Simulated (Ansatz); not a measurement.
# Na2PC2N (built on the sites of a database entry of NaCN): a soft mode frozen in, part 3 of 3

Wanted: the energy along a soft mode of Na2PC2N (built on the sites of a database entry of NaCN) and the structure at the end.

Ansatz 0.2.0; DFT PBEsol, scalar-relativistic, plane waves, PAW.

So far. Step 4 (The mode frozen in, largest atomic shift 0.22 Å): The run ends at a pressure of -1.04 GPa, with forces up to 1.6 eV/Å. Step 5 (Energy along the mode, all amplitudes (two of the runs …): The lowest of the steps tried is at 0.22 Å, 1.48 meV/atom below the parent; the bottom of the well need not coincide with a step.

The structure was built from a prototype and need not be the compound's stable phase.

### Step 6. Relaxation from the frozen mode (continued)

Relaxation path:

| step | energy less that of the first step (eV) | largest force component (eV/Å) | pressure (GPa) | volume (Å³) |
| --- | --- | --- | --- | --- |
| 1 | 0.0000 | 1.5699 | -1.04 | 231.61 |
| 2 | -0.1005 | 0.4912 | -0.47 | 234.00 |
| 3 | -0.1958 | 1.4527 | -0.75 | 233.93 |
| 4 | -0.3248 | 0.4569 | 0.52 | 232.90 |
| 5 | 0.0229 | 2.5155 | -2.30 | 233.52 |
| 6 | -0.3512 | 0.2877 | 0.35 | 232.76 |
| 7 | -0.3743 | 0.0316 | -0.02 | 233.50 |
| 8 | -0.3751 | 0.1552 | -0.19 | 233.51 |
| 9 | -0.3764 | 0.0455 | 0.02 | 233.66 |
| 10 | -0.3768 | 0.0459 | 0.00 | 233.39 |
| 11 | -0.3767 | 0.0025 | 0.00 | 233.55 |
| 12 | -0.3767 | 0.0006 | 0.00 | 233.56 |
| 13* | -0.3842 | 0.0021 | 0.04 | 233.56 |
| 14 | -0.3844 | 0.0435 | -0.01 | 234.28 |
| 15 | -0.3841 | 0.0248 | -0.01 | 234.90 |
| 16 | -0.3840 | 0.0103 | 0.01 | 235.01 |
| 17 | -0.3841 | 0.0039 | 0.00 | 235.01 |
| 18 | -0.3840 | 0.0003 | 0.00 | 235.06 |
| 19* | -0.3863 | 0.0005 | 0.00 | 235.06 |

Relaxation steps marked * repeat the geometry before them on a plane-wave basis chosen anew for their cell, so energy and pressure can jump there. Relaxation step 5 was tried and not accepted.

The run keeps the 4 symmetry operations that it works with, so distortions that break them were not tested.

| cell as run | before | after | change |
| --- | --- | --- | --- |
| a (Å) | 3.956 | 4.177 | +5.6 % |
| b (Å) | 5.431 | 5.433 | +0.0 % |
| c (Å) | 10.781 | 10.358 | -3.9 % |
| volume (Å³/atom) | 19.30 | 19.59 | +1.5 % |

The atoms that moved most (Å, as changes of fractional coordinates times the final cell):

| atom | dx | dy | dz | length |
| --- | --- | --- | --- | --- |
| N10 | -0.561 | 0.000 | 0.186 | 0.591 |
| N9 | 0.561 | 0.000 | 0.186 | 0.591 |
| P12 | -0.449 | 0.000 | -0.292 | 0.536 |
| P11 | 0.449 | 0.000 | -0.292 | 0.536 |
| Na1 | -0.506 | 0.000 | 0.052 | 0.508 |
| Na2 | 0.506 | 0.000 | 0.052 | 0.508 |
| C7 | 0.435 | 0.000 | 0.182 | 0.471 |
| C8 | -0.435 | 0.000 | 0.182 | 0.471 |

The relaxed structure:

```cif
data_structure
_symmetry_space_group_name_H-M 'P 1'
_symmetry_Int_Tables_number 1
_cell_length_a 4.1774
_cell_length_b 5.4326
_cell_length_c 10.3577
_cell_angle_alpha 90.000
_cell_angle_beta 90.000
_cell_angle_gamma 90.000
_cell_volume 235.05
loop_
_atom_site_label
_atom_site_type_symbol
_atom_site_fract_x
_atom_site_fract_y
_atom_site_fract_z
_atom_site_occupancy
Na1 Na 0.82974 0.00000 0.09341 1
Na2 Na 0.17026 0.00000 0.59341 1
Na3 Na 0.59093 0.50000 0.41146 1
Na4 Na 0.40907 0.50000 0.91146 1
C5 C 0.88395 0.50000 0.06684 1
C6 C 0.11605 0.50000 0.56684 1
C7 C 0.61076 0.00000 0.42697 1
C8 C 0.38924 0.00000 0.92697 1
N9 N 0.68989 0.00000 0.31817 1
N10 N 0.31011 0.00000 0.81817 1
P11 P 0.13260 0.50000 0.18315 1
P12 P 0.86740 0.50000 0.68315 1
```

This step gave:

| Item | Value |
| --- | --- |
| pressure | 0.001336 GPa |
| gap on the k-mesh | 2.248 eV |
| volume per atom | 19.59 Å³ |

ELF in the ac plane at fractional y = 0.000, with atoms of Na and C and N within 0.2 Å of it. It is the smooth field of the valence electrons, not physical close to the nuclei.

Values, 24 rows by 14 columns, each cell a mean:
```
0.08 0.35 0.69 0.80 0.81 0.81 0.89 0.94 0.92 0.70 0.17 0.03 0.01 0.01
0.22 0.44 0.63 0.67 0.42 0.17 0.32 0.67 0.81 0.75 0.42 0.09 0.01 0.03
0.32 0.52 0.70 0.79 0.79 0.69 0.63 0.66 0.63 0.53 0.27 0.06 0.01 0.06
0.45 0.65 0.75 0.63 0.43 0.58 0.79 0.74 0.55 0.38 0.13 0.02 0.01 0.11
0.56 0.78 0.85 0.72 0.38 0.47 0.74 0.71 0.51 0.29 0.06 0.01 0.02 0.15
0.47 0.77 0.91 0.93 0.91 0.89 0.85 0.73 0.45 0.19 0.03 0.01 0.01 0.10
0.09 0.21 0.42 0.58 0.72 0.78 0.72 0.55 0.22 0.06 0.01 0.00 0.01 0.02
0.06 0.15 0.19 0.15 0.08 0.09 0.13 0.10 0.03 0.01 0.00 0.00 0.00 0.01
0.42 0.57 0.53 0.54 0.45 0.17 0.01 0.01 0.02 0.02 0.01 0.01 0.01 0.07
0.57 0.53 0.26 0.38 0.59 0.31 0.02 0.08 0.31 0.35 0.20 0.05 0.01 0.14
0.41 0.58 0.53 0.55 0.44 0.12 0.17 0.60 0.88 0.88 0.74 0.40 0.04 0.04
0.06 0.20 0.30 0.22 0.07 0.21 0.78 0.96 0.97 0.96 0.92 0.81 0.33 0.05
0.03 0.01 0.01 0.04 0.36 0.79 0.94 0.93 0.86 0.80 0.81 0.78 0.59 0.26
0.12 0.02 0.02 0.15 0.60 0.78 0.79 0.59 0.19 0.21 0.56 0.67 0.57 0.39
0.20 0.04 0.01 0.09 0.39 0.56 0.65 0.65 0.64 0.72 0.81 0.77 0.64 0.48
0.31 0.07 0.01 0.04 0.23 0.42 0.64 0.77 0.74 0.52 0.47 0.68 0.73 0.61
0.40 0.09 0.01 0.01 0.14 0.35 0.60 0.74 0.67 0.40 0.48 0.77 0.84 0.74
0.30 0.06 0.01 0.01 0.06 0.24 0.58 0.77 0.88 0.90 0.92 0.93 0.88 0.72
0.05 0.01 0.00 0.00 0.02 0.08 0.35 0.61 0.76 0.77 0.67 0.54 0.33 0.17
0.03 0.01 0.00 0.00 0.01 0.01 0.05 0.11 0.12 0.08 0.10 0.17 0.18 0.13
0.27 0.04 0.00 0.01 0.02 0.02 0.01 0.01 0.04 0.25 0.53 0.53 0.55 0.56
0.43 0.07 0.02 0.08 0.27 0.35 0.23 0.06 0.07 0.43 0.56 0.31 0.33 0.58
0.24 0.03 0.13 0.51 0.82 0.89 0.82 0.48 0.07 0.19 0.54 0.54 0.55 0.57
0.02 0.08 0.55 0.85 0.94 0.97 0.97 0.94 0.56 0.13 0.11 0.25 0.29 0.16
```
Columns run along a (4.2 Å), rows up along c (10.4 Å). Atoms in or near the plane, at fractional coordinates: Na at (0.83, 0.09), Na at (0.17, 0.59), C at (0.61, 0.43), C at (0.39, 0.93), N at (0.69, 0.32), N at (0.31, 0.82).

Electrostatic potential energy in the ac plane at fractional y = 0.000, with atoms of Na and C and N within 0.2 Å of it. With pseudopotentials it is smooth inside the atoms' cores, unlike the true potential.

Ten even steps from '0' (-70 eV) to '9' (7 eV), each cell a mean:
```
99986447999999
99972004899999
99974247999999
99741268999999
99730169999999
99976789999999
99999999999999
98889999999999
85347899999999
62005899999999
85337899999999
98889999999999
99999986447999
99999973004899
99999986225899
99999998412589
99999998411489
99999999866899
99999999999999
99999999999889
89999999986346
89999999983003
89999999986336
99999999998888
```
Columns run along a (4.2 Å; values clipped at the 3rd and 97th percentile), rows up along c (10.4 Å). Atoms in or near the plane, at fractional coordinates: Na at (0.83, 0.09), Na at (0.17, 0.59), C at (0.61, 0.43), C at (0.39, 0.93), N at (0.69, 0.32), N at (0.31, 0.82).

Valence density in the ac plane at fractional y = 0.000, with atoms of Na and C and N within 0.2 Å of it. It is the smooth field of the valence electrons, not physical close to the nuclei.

Ten steps, logarithmic in the rise over the least value, from '0' (0 e/Å³) to '9' (18 e/Å³), each cell a mean:
```
00124444210000
01234554210000
01346654210000
01456653100000
02466643100000
01345431000000
00112210000000
01221000000000
36874100000000
58996200000001
36874101110000
01221112322100
00000134543210
00000134554310
00000124565421
00000124666531
00000013566531
00000012455421
00000000122110
00000000001221
10000000015775
20000000038997
10000110026875
00012222111221
```
Columns run along a (4.2 Å), rows up along c (10.4 Å). Atoms in or near the plane, at fractional coordinates: Na at (0.83, 0.09), Na at (0.17, 0.59), C at (0.61, 0.43), C at (0.39, 0.93), N at (0.69, 0.32), N at (0.31, 0.82).

The distorted start has space group Pmc2_1; the relaxation ends in Pmc2_1.

### Step 7. Outcome

```
unstable mode of the parent                                                      : q = (0, 0, -0.5), 85i cm⁻¹
depth at the lowest point sampled                                                : 1.48 meV/atom
largest atomic shift at that point                                               : 0.22 Å
space group reached (within 0.01 Å)                                              : Pmc2_1
energy gained over the parent (first relaxation, on the mesh of the frozen mode) : 33.7 meV/atom
volume per atom, phase reached                                                   : 19.6 Å³
gap on the k-mesh, phase reached                                                 : 2.25 eV
```

What this shows: Along this mode the structure falls into Pmc2_1, 33.7 meV/atom below the parent. At the parent's cell the well is 1.479 meV/atom deep on the steps tried, with its lowest point at a shift of 0.22 Å. Relaxing atoms and cell changes the gain by +32.20 meV/atom against the lowest step (energies at zero smearing). Most of the total comes from this relaxation. The modes of the phase reached were not computed on this path. Of the 2 patterns followed to their end from this parent, this one reaches the lowest energy. Each path keeps the symmetry of its pattern, so a lower phase may lie along a pattern not tried. The q mesh stands for a supercell only 7.9 Å across, so branches between the solved wavevectors are rough. The program warns that the interpolation holds no quadrupole term, so branches close to Γ can be off in this crystal. The starting cell was built on a prototype and not taken from a measurement, so the phase need not exist.

[Logs are printed without paths, hosts, clocks, repeated set-up lines and the standing remarks that a program may print on its own settings, such as how far it seeks lower states.]

[Hosts, paths, dates, database ids (printed as entryN), source tags and the programs' standing remarks are cut or masked in the printed files.]
